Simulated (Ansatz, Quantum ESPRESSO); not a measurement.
# HgTe (Pm-3m): phonons by linear response

How does HgTe (Pm-3m) vibrate, and is this structure a minimum?

Method: DFT LDA, scalar-relativistic, plane waves, JTH PAW pseudopotentials, in Quantum ESPRESSO 7.5.

The structure was built from a prototype and need not be the compound's stable phase.

**1. Starting point**

Symmetry: Pm-3m, No. 221, cubic system. The conventional cell has a = 3.879 Å, b = 3.879 Å, c = 3.879 Å, α = 90.00°, β = 90.00°, γ = 90.00°. Hg has 8 Te at 3.36 Å nearest. Nearest to Te lie 8 Hg at 3.36 Å. Farther neighbours and most contacts between anions are not listed.

**2. A probe with smearing**

A cheap run with smearing and empty bands tells whether the crystal has a gap, which decides between fixed occupations and smearing later on.

The input, probe.in:

```
&control
   calculation = 'scf'
   prefix = 'x'
   outdir = './tmp'
   pseudo_dir = './pseudo'
   tprnfor = .true.
   tstress = .true.
   verbosity = 'high'
/
&system
   ibrav = 1
   celldm(1) = 7.33000197
   nat = 2
   ntyp = 2
   ecutwfc = 40.0
   ecutrho = 200.0
   occupations = 'smearing'
   smearing = 'gaussian'
   degauss = 0.01
/
&electrons
   conv_thr = 1.0d-07
   mixing_beta = 0.7
   electron_maxstep = 100
/
ATOMIC_SPECIES
 Hg    200.5920  Hg.upf
 Te    127.6000  Te.upf
ATOMIC_POSITIONS crystal
 Hg     0.000000000   0.000000000   0.000000000
 Te     0.500000000   0.500000000   0.500000000
K_POINTS automatic
 6 6 6 0 0 0
```

Started as:

```console
OMP_NUM_THREADS=1 mpirun -n 4 pw.x -nk 4 -in probe.in > probe.out
```

Log:

```text
[banners, grids, parts of the stress and lines that vanish by symmetry left out]
Program PWSCF v.7.5
     file Hg.upf: wavefunction(s)  6S 0S 6P 0P 5D 0D renormalized
     file Te.upf: wavefunction(s)  0S 0P renormalized
[...]
kinetic-energy cutoff     =      40.0000  Ry
     charge density cutoff     =     200.0000  Ry
     scf convergence threshold =      1.0E-07
[...]
Exchange-correlation= SLA PW NOGX NOGC
                           (   1   4   0   0   0   0   0)
[...]
48 Sym. Ops., with inversion, found
[...]
(     0          1          0      )
                  (     0          0          1      )
[...]
(  0.0000000  1.0000000  0.0000000 )
                  (  0.0000000  0.0000000  1.0000000 )
[...]
(     0         -1          0      )
                  (     0          0          1      )
[...]
(  0.0000000 -1.0000000  0.0000000 )
[...]
(     0          0          1      )
                  (     1          0          0      )
[...]
( -1.0000000  0.0000000  0.0000000 )
                  (  0.0000000  1.0000000  0.0000000 )
[...]
number of k points=    20  Gaussian smearing, width (Ry)=  0.0100
[...]
End of self-consistent calculation
[...]
the Fermi energy is     7.4162 ev
!    total energy              =   -1134.81840622 Ry
[...]
convergence has been achieved in  10 iterations
[...]
atom    1 type  1   force =     0.00000000    0.00000000    0.00000000
     atom    2 type  2   force =     0.00000000    0.00000000    0.00000000
[...]
Total force =     0.000000     Total SCF correction =     0.000000
[...]
total   stress  (Ry/bohr**3)                   (kbar)     P=      -67.18
[...]
XML data file, charge density, pseudopotentials, collected wavefunctions

   JOB DONE.
```

Wall time 3.6 s (4 MPI ranks of Arm Neoverse V2, shared host).

Read from the output:

```yaml
volume_per_atom: 29.18 Å³
pressure: -6.718 GPa
gap_on_the_k_mesh: 0 eV
```

No gap opens on this mesh, so smearing is kept; the start stands at -6.7 GPa.

**3. Relaxation**

Frequencies change by per cents with a per cent of volume, so the structure is first brought to rest at this level of theory.

The input, relax.in:

```
&control
   calculation = 'vc-relax'
   prefix = 'x'
   outdir = './tmp'
   pseudo_dir = './pseudo'
   tprnfor = .true.
   tstress = .true.
   forc_conv_thr = 2.0d-05
   etot_conv_thr = 1.0d-07
   nstep = 40
/
&system
   ibrav = 1
   celldm(1) = 7.33000197
   nat = 2
   ntyp = 2
   ecutwfc = 40.0
   ecutrho = 200.0
   occupations = 'smearing'
   smearing = 'mv'
   degauss = 0.02
/
&electrons
   conv_thr = 1.0d-11
   mixing_beta = 0.7
   electron_maxstep = 100
/
&ions
/
&cell
   press_conv_thr = 0.2
/
ATOMIC_SPECIES
 Hg    200.5920  Hg.upf
 Te    127.6000  Te.upf
ATOMIC_POSITIONS crystal
 Hg     0.000000000   0.000000000   0.000000000
 Te     0.500000000   0.500000000   0.500000000
K_POINTS automatic
 8 8 8 0 0 0
```

Started as:

```console
OMP_NUM_THREADS=1 mpirun -n 4 pw.x -nk 4 -in relax.in > relax.out
```

Log:

```text
[banners, grids, parts of the stress and lines that vanish by symmetry left out]
[banner, memory and clock lines left out]
Program PWSCF v.7.5

[...]
kinetic-energy cutoff     =      40.0000  Ry
     charge density cutoff     =     200.0000  Ry
     scf convergence threshold =      1.0E-11
[...]
energy convergence thresh.=      1.0E-07
     force convergence thresh. =      2.0E-05
     press convergence thresh. =      2.0E-01
     Exchange-correlation= SLA PW NOGX NOGC
                           (   1   4   0   0   0   0   0)
[...]
48 Sym. Ops., with inversion, found
[...]
number of k points=    35  Marzari-Vanderbilt smearing, width (Ry)=  0.0200
[...]
End of self-consistent calculation
[...]
the Fermi energy is     7.4485 ev
!    total energy              =   -1134.81704692 Ry
[...]
convergence has been achieved in  19 iterations
[...]
atom    1 type  1   force =     0.00000000    0.00000000    0.00000000
     atom    2 type  2   force =     0.00000000    0.00000000    0.00000000
     Total force =     0.000000     Total SCF correction =     0.000000
[...]
total   stress  (Ry/bohr**3)                   (kbar)     P=      -66.76
[...]
number of bfgs steps    =   0
[...]
CELL_PARAMETERS (alat=  7.33000197)
[...]
ATOMIC_POSITIONS (crystal)
Hg               0.0000000000        0.0000000000        0.0000000000
Te               0.5000000000        0.5000000000        0.5000000000
[...]
New effective cutoffs (rho, wfc):  204.47   40.91
[...]
End of self-consistent calculation
[...]
the Fermi energy is     7.9460 ev
!    total energy              =   -1134.82266338 Ry
[...]
convergence has been achieved in  13 iterations
[...]
atom    1 type  1   force =     0.00000000    0.00000000    0.00000000
     atom    2 type  2   force =     0.00000000    0.00000000    0.00000000
     Total force =     0.000000     Total SCF correction =     0.000000
[...]
total   stress  (Ry/bohr**3)                   (kbar)     P=      -57.48
[...]
number of bfgs steps    =   1
[...]
WARNING: bfgs curvature condition failed, Theta= 0.951
[...]
CELL_PARAMETERS (alat=  7.33000197)
[...]
ATOMIC_POSITIONS (crystal)
Hg               0.0000000000        0.0000000000        0.0000000000
Te               0.5000000000        0.5000000000        0.5000000000
[...]
New effective cutoffs (rho, wfc):  211.70   42.36
[...]
End of self-consistent calculation
[...]
the Fermi energy is     8.7361 ev
!    total energy              =   -1134.82904062 Ry
[...]
convergence has been achieved in  32 iterations
[...]
atom    1 type  1   force =     0.00000000    0.00000000    0.00000000
     atom    2 type  2   force =     0.00000000    0.00000000    0.00000000
     Total force =     0.000000     Total SCF correction =     0.000000
[...]
total   stress  (Ry/bohr**3)                   (kbar)     P=      -38.41
[...]
number of bfgs steps    =   2
[...]
CELL_PARAMETERS (alat=  7.33000197)
[...]
ATOMIC_POSITIONS (crystal)
[...]
New effective cutoffs (rho, wfc):  223.27   44.67
[...]
End of self-consistent calculation
[...]
the Fermi energy is    10.0301 ev
[...]
total   stress  (Ry/bohr**3)                   (kbar)     P=        5.35
[...]
number of bfgs steps    =   3
[...]
CELL_PARAMETERS (alat=  7.33000197)
[...]
ATOMIC_POSITIONS (crystal)
[...]
New effective cutoffs (rho, wfc):  221.87   44.39
[...]
End of self-consistent calculation
[...]
the Fermi energy is     9.8718 ev
!    total energy              =   -1134.83256747 Ry
[...]
convergence has been achieved in  16 iterations
[...]
atom    1 type  1   force =     0.00000000    0.00000000    0.00000000
     atom    2 type  2   force =     0.00000000    0.00000000    0.00000000
     Total force =     0.000000     Total SCF correction =     0.000000
[...]
total   stress  (Ry/bohr**3)                   (kbar)     P=       -0.88
[...]
number of bfgs steps    =   4
[...]
CELL_PARAMETERS (alat=  7.33000197)
[...]
ATOMIC_POSITIONS (crystal)
[...]
New effective cutoffs (rho, wfc):  222.07   44.43
[...]
End of self-consistent calculation
[...]
the Fermi energy is     9.8942 ev
!    total energy              =   -1134.83256884 Ry
[...]
convergence has been achieved in  16 iterations
[...]
atom    1 type  1   force =     0.00000000    0.00000000    0.00000000
     atom    2 type  2   force =     0.00000000    0.00000000    0.00000000
     Total force =     0.000000     Total SCF correction =     0.000000
[...]
total   stress  (Ry/bohr**3)                   (kbar)     P=       -0.01
[...]
number of bfgs steps    =   5
[...]
small trust_radius: resetting bfgs history
[...]
CELL_PARAMETERS (alat=  7.33000197)
[...]
ATOMIC_POSITIONS (crystal)
[...]
New effective cutoffs (rho, wfc):  222.07   44.43
[...]
End of self-consistent calculation
[...]
the Fermi energy is     9.8943 ev
!    total energy              =   -1134.83256884 Ry
[...]
convergence has been achieved in   5 iterations
[...]
atom    1 type  1   force =     0.00000000    0.00000000    0.00000000
     atom    2 type  2   force =     0.00000000    0.00000000    0.00000000
     Total force =     0.000000     Total SCF correction =     0.000000
[...]
total   stress  (Ry/bohr**3)                   (kbar)     P=       -0.01
[...]
bfgs converged in   7 scf cycles and   6 bfgs steps
[...]
End of BFGS Geometry Optimization
     Final enthalpy           =   -1134.8325688386 Ry
     File ./tmp/x.bfgs deleted, as requested
[...]
CELL_PARAMETERS (alat=  7.33000197)
[...]
ATOMIC_POSITIONS (crystal)
Hg               0.0000000000        0.0000000000        0.0000000000
Te               0.5000000000        0.5000000000        0.5000000000
[...]
Final scf calculation at the relaxed structure.
[...]
kinetic-energy cutoff     =      40.0000  Ry
     charge density cutoff     =     200.0000  Ry
     scf convergence threshold =      1.0E-13
[...]
press convergence thresh. =      2.0E-01
     Exchange-correlation= SLA PW NOGX NOGC
                           (   1   4   0   0   0   0   0)
[...]
48 Sym. Ops., with inversion, found
[...]
number of k points=    35  Marzari-Vanderbilt smearing, width (Ry)=  0.0200
[...]
c_bands:  1 eigenvalues not converged
[...]
End of self-consistent calculation
[...]
the Fermi energy is     9.8949 ev
!    total energy              =   -1134.83230716 Ry
[...]
convergence has been achieved in  13 iterations
[...]
atom    1 type  1   force =     0.00000000    0.00000000    0.00000000
     atom    2 type  2   force =     0.00000000    0.00000000    0.00000000
     Total force =     0.000000     Total SCF correction =     0.000000
[...]
total   stress  (Ry/bohr**3)                   (kbar)     P=       -0.12
[...]
XML data file, charge density, pseudopotentials, collected wavefunctions
```

Run time: 46 s. Hardware: 4 MPI ranks.

Step by step:

```
step  energy less that of the first step (eV)  largest force (eV/Å)  pressure (GPa)  volume (Å³)
   1                                   0.0000                0.0000           -6.68        58.36
   2                                  -0.0764                0.0000           -5.75        56.40
   3                                  -0.1632                0.0000           -3.84        53.53
   4                                  -0.2105                0.0000            0.53        49.42
   5                                  -0.2112                0.0000           -0.09        49.89
   6                                  -0.2112                0.0000            0.00        49.83
   7                                  -0.2112                0.0000            0.00        49.83
   8                                  -0.2076                0.0000           -0.01        49.83
```

```csv
"conventional cell, symmetrised",before,after,change
a (Å),3.879,3.680,-5.1 %
b (Å),3.879,3.680,-5.1 %
c (Å),3.879,3.680,-5.1 %
volume (Å³/atom),29.18,24.91,-14.6 %
```

Final coordinates:

```cif
data_structure
_symmetry_space_group_name_H-M 'P 1'
_symmetry_Int_Tables_number 1
_cell_length_a 3.6797
_cell_length_b 3.6797
_cell_length_c 3.6797
_cell_angle_alpha 90.000
_cell_angle_beta 90.000
_cell_angle_gamma 90.000
_cell_volume 49.83
loop_
_atom_site_label
_atom_site_type_symbol
_atom_site_fract_x
_atom_site_fract_y
_atom_site_fract_z
_atom_site_occupancy
Hg1 Hg 0.00000 0.00000 0.00000 1
Te2 Te 0.50000 0.50000 0.50000 1
```

The last row of the table of steps is pw.x's closing run on a basis chosen anew for the final cell, so its energy can jump.

Read from the output:

```yaml
volume_per_atom: 24.91 Å³
pressure: -0.01200 GPa
```

The volume changes by -14.6 % from the cell with which this run began.

**4. Ground state**

The response is built on this ground state, so it is converged far tighter than an energy would need. Smearing stays on, as the first look found no gap above 0.3 eV.

The input, scf.in:

```
&control
   calculation = 'scf'
   prefix = 'x'
   outdir = './tmp'
   pseudo_dir = './pseudo'
   tprnfor = .true.
   tstress = .true.
/
&system
   ibrav = 1
   celldm(1) = 6.95371284
   nat = 2
   ntyp = 2
   ecutwfc = 40.0
   ecutrho = 200.0
   occupations = 'smearing'
   smearing = 'mv'
   degauss = 0.02
/
&electrons
   conv_thr = 1.0d-12
   mixing_beta = 0.7
   electron_maxstep = 100
/
ATOMIC_SPECIES
 Hg    200.5920  Hg.upf
 Te    127.6000  Te.upf
ATOMIC_POSITIONS crystal
 Hg     0.000000000   0.000000000   0.000000000
 Te     0.500000000   0.500000000   0.500000000
K_POINTS automatic
 8 8 8 0 0 0
```

Started as:

```console
OMP_NUM_THREADS=1 mpirun -n 4 pw.x -nk 4 -in scf.in > scf.out
```

Log:

```text
[banners, grids, parts of the stress and lines that vanish by symmetry left out]
[banner, memory and clock lines left out]
Program PWSCF v.7.5

[...]
kinetic-energy cutoff     =      40.0000  Ry
     charge density cutoff     =     200.0000  Ry
     scf convergence threshold =      1.0E-12
[...]
Exchange-correlation= SLA PW NOGX NOGC
                           (   1   4   0   0   0   0   0)
[...]
48 Sym. Ops., with inversion, found
[...]
number of k points=    35  Marzari-Vanderbilt smearing, width (Ry)=  0.0200
[...]
End of self-consistent calculation
[...]
the Fermi energy is     9.8949 ev
!    total energy              =   -1134.83230716 Ry
[...]
convergence has been achieved in  18 iterations
[...]
atom    1 type  1   force =     0.00000000    0.00000000    0.00000000
     atom    2 type  2   force =     0.00000000    0.00000000    0.00000000
     Total force =     0.000000     Total SCF correction =     0.000000
[...]
total   stress  (Ry/bohr**3)                   (kbar)     P=       -0.13
[...]
XML data file, charge density, pseudopotentials, collected wavefunctions
```

The job ended after 6.7 s (4 MPI ranks).

Read from the output:

| Item | Value |
| --- | --- |
| pressure | -0.01300 GPa |

The cell stands at -0.013 GPa, close enough for phonons.

(Part 1 of 4 ends here.)

[Host names and launcher messages were left out of these logs when they were recorded.]

[Logs are printed without paths, hosts, clocks, repeated set-up lines and the standing remarks that a program may print on its own settings, such as how far it seeks lower states.]

[Hosts, paths, dates, database ids (printed as entryN), source tags and the programs' standing remarks are cut or masked in the printed files.]
